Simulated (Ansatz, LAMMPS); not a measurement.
# Electronic structure of amorphous Si0.7Ge0.3 (120 atoms), part 2 of 2

Aim: energy, forces, charges and density of states of amorphous Si0.7Ge0.3 (120 atoms) at a fixed geometry.

Ansatz 0.2.0; Kohn-Sham DFT, r2SCAN, PAW (set soft_2), plane waves.

The cell: 84 Si and 36 Ge. The quench rate of 30 K/ps is many orders above laboratory rates. The starting topology of bonds comes from the classical model. Only the Γ point is sampled, in a cell whose shortest periodic width is 14 Å.

So far. Step 3 (Plane-wave single point): Between -26 and -14 eV lie 360 more states.

## 3. Plane-wave single point (continued)

Electrostatic potential energy in the ab plane at fractional z = 0.266, with atoms of Si and Ge within 0.2 Å of it. With pseudopotentials it is smooth inside the atoms' cores, unlike the true potential.

Ten even steps from '0' (-41 eV) to '9' (10 eV), each cell a mean:
```
667899875457863237888887535799999999987
124799852014788888643468888999888889863
113699863225899998410148999999888889863
557899987778999998632368999999999999987
888999998888999999988899999999999999999
424789987667899999999999999999999999987
000489987667999999999854579999999999985
324789998888999999998500038987789999997
888999998888999999998620158864368999999
999999999989999999988877789875578999999
999999999999999999743478999998899999999
999999999999988998620168999999999999999
999999999999999999865689999999999999999
999999999988889999998899999999999999999
999754688841137999999999999999887889999
998300048720005899999998767898620158999
998400158863358999999986312478400038999
998876789998899999999985211378753478999
976568999999999999999998655789998876789
851026899999999999999999988999998610158
863247999999999999999999888999998610158
998888999999999889999999888999999876789
999888899999974347999998778899999999999
999888889999840004899987424799999999999
```
Columns run along a (13.8 Å; values clipped at the 3rd and 97th percentile), rows up along b (13.8 Å). Atoms in or near the plane, at fractional coordinates: Si at (0.83, 0.31), Si at (0.60, 0.67), Si at (0.30, 0.35), Si at (0.13, 0.33), Ge at (0.65, 0.28), Ge at (0.02, 0.91), Ge at (0.52, 0.89), Ge at (0.24, 0.92).

Valence density in the ab plane at fractional z = 0.266, with atoms of Si and Ge within 0.2 Å of it. It is the smooth field of the valence electrons, not physical close to the nuclei.

Ten steps, logarithmic in the rise over the least value, from '0' (0 e/Å³) to '9' (32 e/Å³), each cell a mean:
```
221111112332111111111111111110000000001
774110126983111111245421111001111111124
884100125763100001379731000001111111124
321100011221000001246421000000011100011
111100001111000000011110000000000000001
111100001221000000000000000000000000011
101110011221100000000111110000000000011
111110001111100000000110111111110000001
111100001111000000001111111111111000000
000000000000000000011121111111111000000
000000000000000000111111000001110000000
000000000000000001111111000000000000000
000000000000111000111110000000000000000
000000000001111000011110000000000000000
000111111111111000000110000000001110000
001100112210011100000001111111111110000
001111111111111000000012576321110011000
001121110000000000000012587421111111000
111111100000000000000001232110011111111
111111000000000000000000111000001111111
111111000000000000000000111000000111111
001111100000000100000000111000000111110
000111100000011111000001111100000000000
000111111001111011100011111100000000000
```
Columns run along a (13.8 Å), rows up along b (13.8 Å). Atoms in or near the plane, at fractional coordinates: Si at (0.83, 0.31), Si at (0.60, 0.67), Si at (0.30, 0.35), Si at (0.13, 0.33), Ge at (0.65, 0.28), Ge at (0.02, 0.91), Ge at (0.52, 0.89), Ge at (0.24, 0.92).

Mean Löwdin charges: Ge -0.02, Si +0.07 e (they miss 0.59 % of the electrons, so they add up to more than the cell's charge). Charges this small depend on the projection, at times even in sign. Within 0.4 eV of the Fermi level the largest share is Si p (50 % of the projected weight).

## 4. Local order

Bonds and neighbours are counted at the geometry of the runs.

Density 3.16 g/cm³, 21.76 Å³ an atom.

g(r), total and by pair (bins of 0.2 Å):

| r (Å) | total | Si-Si | Si-Ge | Ge-Ge |
| --- | --- | --- | --- | --- |
| 2.30 | 1.83 | 2.96 | 0.92 | 0.00 |
| 2.50 | 3.87 | 3.11 | 4.54 | 4.82 |
| 2.70 | 0.29 | 0.08 | 0.49 | 0.44 |
| 2.90 | 0.03 | 0.07 | 0.00 | 0.00 |
| 3.10 | 0.24 | 0.12 | 0.40 | 0.17 |
| 3.30 | 0.42 | 0.27 | 0.63 | 0.29 |
| 3.50 | 0.63 | 0.60 | 0.52 | 1.31 |
| 3.70 | 1.42 | 1.46 | 1.40 | 1.30 |
| 3.90 | 1.91 | 1.97 | 1.88 | 1.68 |
| 4.10 | 1.72 | 1.83 | 1.71 | 1.23 |
| 4.30 | 1.23 | 1.23 | 1.23 | 1.21 |
| 4.50 | 0.77 | 0.74 | 0.73 | 1.11 |
| 4.70 | 0.76 | 0.78 | 0.70 | 0.95 |
| 4.90 | 0.88 | 0.90 | 0.84 | 1.01 |
| 5.10 | 0.68 | 0.67 | 0.72 | 0.56 |
| 5.30 | 0.85 | 0.73 | 0.96 | 0.97 |
| 5.50 | 0.95 | 1.02 | 0.92 | 0.69 |
| 5.70 | 1.14 | 1.12 | 1.22 | 0.89 |
| 5.90 | 1.23 | 1.23 | 1.22 | 1.25 |
| 6.10 | 1.11 | 1.06 | 1.22 | 0.95 |
| 6.30 | 0.86 | 0.86 | 0.88 | 0.80 |
| 6.50 | 0.95 | 0.91 | 1.04 | 0.72 |
| 6.70 | 0.97 | 0.90 | 1.03 | 1.07 |

Bonds by pair of elements; cutoffs follow the first minimum of g(r), held within bounds set by covalent radii, and pairs that aren't listed don't count as bonded:

| pair A-B | cutoff (Å) | bonds | mean length (Å) | spread (Å) | shortest (Å) | B about A | A about B |
| --- | --- | --- | --- | --- | --- | --- | --- |
| Si-Si | 2.83 | 122 | 2.42 | 0.067 | 2.32 | 2.90 | 2.90 |
| Si-Ge | 2.88 | 106 | 2.48 | 0.08 | 2.35 | 1.26 | 2.94 |
| Ge-Ge | 2.93 | 21 | 2.53 | 0.065 | 2.41 | 1.17 | 1.17 |

How many atoms have how many bonded neighbours:

```
element  mean   4   5
     Ge  4.11  32   4
     Si  4.17  70  14
```

Bond angles, per cent of each kind in bins of 5°:

| angle (°) | Si-Si-Si | Ge-Si-Si | Si-Ge-Si | Ge-Ge-Si | Ge-Si-Ge |
| --- | --- | --- | --- | --- | --- |
| 55–60 | 0.0 | 0.0 | 0.0 | 1.0 | 1.9 |
| 60–65 | 0.0 | 0.0 | 0.0 | 1.0 | 0.0 |
| 65–70 | 0.0 | 0.0 | 0.0 | 0.0 | 0.0 |
| 70–75 | 0.7 | 2.5 | 0.0 | 0.0 | 1.9 |
| 75–80 | 1.5 | 2.9 | 0.9 | 4.9 | 0.0 |
| 80–85 | 2.6 | 5.4 | 0.0 | 5.8 | 7.5 |
| 85–90 | 4.1 | 2.5 | 4.5 | 3.9 | 7.5 |
| 90–95 | 6.7 | 5.0 | 1.8 | 4.9 | 5.7 |
| 95–100 | 7.9 | 13.3 | 4.5 | 7.8 | 7.5 |
| 100–105 | 14.6 | 12.5 | 15.2 | 10.7 | 9.4 |
| 105–110 | 15.4 | 12.5 | 23.2 | 13.6 | 20.8 |
| 110–115 | 16.9 | 15.8 | 18.8 | 19.4 | 11.3 |
| 115–120 | 9.0 | 8.8 | 14.3 | 15.5 | 3.8 |
| 120–125 | 9.7 | 6.2 | 10.7 | 4.9 | 7.5 |
| 125–130 | 4.5 | 4.2 | 3.6 | 1.0 | 7.5 |
| 130–135 | 1.9 | 2.1 | 1.8 | 1.0 | 3.8 |
| 135–140 | 2.2 | 1.2 | 0.0 | 0.0 | 0.0 |
| 140–145 | 0.4 | 0.0 | 0.0 | 0.0 | 1.9 |
| 145–150 | 0.0 | 0.8 | 0.9 | 1.0 | 0.0 |
| 150–155 | 1.1 | 1.7 | 0.0 | 1.0 | 0.0 |
| 155–160 | 0.4 | 1.2 | 0.0 | 0.0 | 0.0 |
| 160–165 | 0.0 | 0.4 | 0.0 | 0.0 | 1.9 |
| 165–170 | 0.0 | 0.8 | 0.0 | 1.0 | 0.0 |
| 170–175 | 0.4 | 0.0 | 0.0 | 1.0 | 0.0 |
| 175–180 | 0.0 | 0.0 | 0.0 | 1.0 | 0.0 |

Bond angles (no mean is given where the spread exceeds 20°):

```
   angle  count  mean (°)  spread (°)
Si-Si-Si    267       109        14.7
Ge-Si-Si    240       108        17.7
Si-Ge-Si    112       110        10.4
Ge-Ge-Si    103       107        18.9
Ge-Si-Ge     53       107        17.9
```

Bond length by coordination (bonds to H left out):

```csv
element,coordination,atoms,mean bond length (Å)
Ge,4,32,2.48
Ge,5,4,2.56
Si,4,70,2.42
Si,5,14,2.51
```

Rings of the network by King's shortest-path rule, up to 12 atoms, one path for each pair of neighbours; H, halogens, alkali and alkaline-earth atoms are left out, and the last column divides by all other atoms, bonded or not:

```csv
ring size (atoms),rings,per network atom
3,1,0.008
4,15,0.125
5,67,0.558
6,103,0.858
7,57,0.475
8,8,0.067
```

First main peaks of g(r), for some of the pairs, lie near 2.4 Å (Si-Si), 2.5 Å (Si-Ge) and 2.5 Å (Ge-Ge). By these cutoffs 89 % of Ge atoms have 4 and 83 % of Si atoms have 4 bonded neighbours. The Si-Si-Si angle averages 109° with a spread of 15°. Rings of 6 atoms are the most common (41 % of those counted); sizes run from 3 to 8.

A closer look about Ge114, which has 5 bonded neighbours where the commonest count for Ge is 4: 13 atoms, nearest first, numbered in the order of the input, with positions taken from that point.

```
 atom      x      y      z  distance (Å)  bonds  Löwdin charge (e)     Fx     Fy  Fz (eV/Å)
Ge114   0.00   0.00   0.00          0.00      5              -0.01   0.43   0.07       0.00
 Si61   0.20   1.56  -1.87          2.44      4               0.11   0.14   0.09       0.29
Ge120   0.44  -2.43  -0.35          2.49      4               0.02  -0.16  -0.05       0.07
Ge109  -0.27   0.70   2.43          2.55      4               0.00  -0.18   0.48      -0.01
Ge119   2.68   0.15   0.09          2.69      4              -0.04   0.61   0.05      -0.09
 Si34  -2.71  -0.05   0.25          2.73      5               0.05  -0.77  -0.04      -0.02
 Si50   0.98   3.50  -0.62          3.69      4               0.05   0.10   0.06      -0.35
Ge118  -2.37  -0.66   2.77          3.70      4              -0.05   0.31   0.46      -0.32
 Si20  -2.99   2.44  -0.33          3.87      4               0.12  -0.40   0.28      -0.07
 Ge99   1.79  -2.73  -2.43          4.07      4              -0.03   0.16   0.27      -0.15
 Si39  -1.49  -3.75  -0.59          4.08      4               0.06  -0.03  -0.43      -0.07
 Si36   1.70  -0.13   3.71          4.09      4               0.09   0.70  -0.43       0.23
Ge108   2.01   1.08  -3.39          4.09      4              -0.02   0.45   0.05       0.00
```

The column of bonds counts only the pairs Si-Si within 2.83 Å, Si-Ge within 2.88 Å, Ge-Ge within 2.93 Å; other neighbours, such as metal atoms beside each other in a compound, aren't counted, and periodic images can show an atom twice.

## 5. What came out

| Quantity | Value |
| --- | --- |
| free energy per atom | -1737.8961 eV/atom |
| pressure | -2.642 GPa |
| r.m.s. force component | 0.2856 eV/Å |
| wall time of the 1 DFT run | 53 s |

What this shows: Counting bands leaves a spacing of only 0.047 eV (at Γ alone), which the smearing bridges: 2 levels are partly filled by over 2 %, so a gap, if any, is small at this level. Counting bonds as in the table, 89 % of Ge atoms have 4 and 83 % of Si atoms have 4 bonded neighbours.

What to keep in mind: The geometry was minimised with a classical potential after classical dynamics and isn't relaxed at this level: its force components are 0.29 eV/Å r.m.s. The pressure of -2.6 GPa belongs to a cell and atoms that aren't relaxed at this level.

[Logs are printed without paths, hosts, clocks, repeated set-up lines and the standing remarks that a program may print on its own settings, such as how far it seeks lower states.]

[Hosts, paths, dates, database ids (printed as entryN), source tags and the programs' standing remarks are cut or masked in the printed files.]
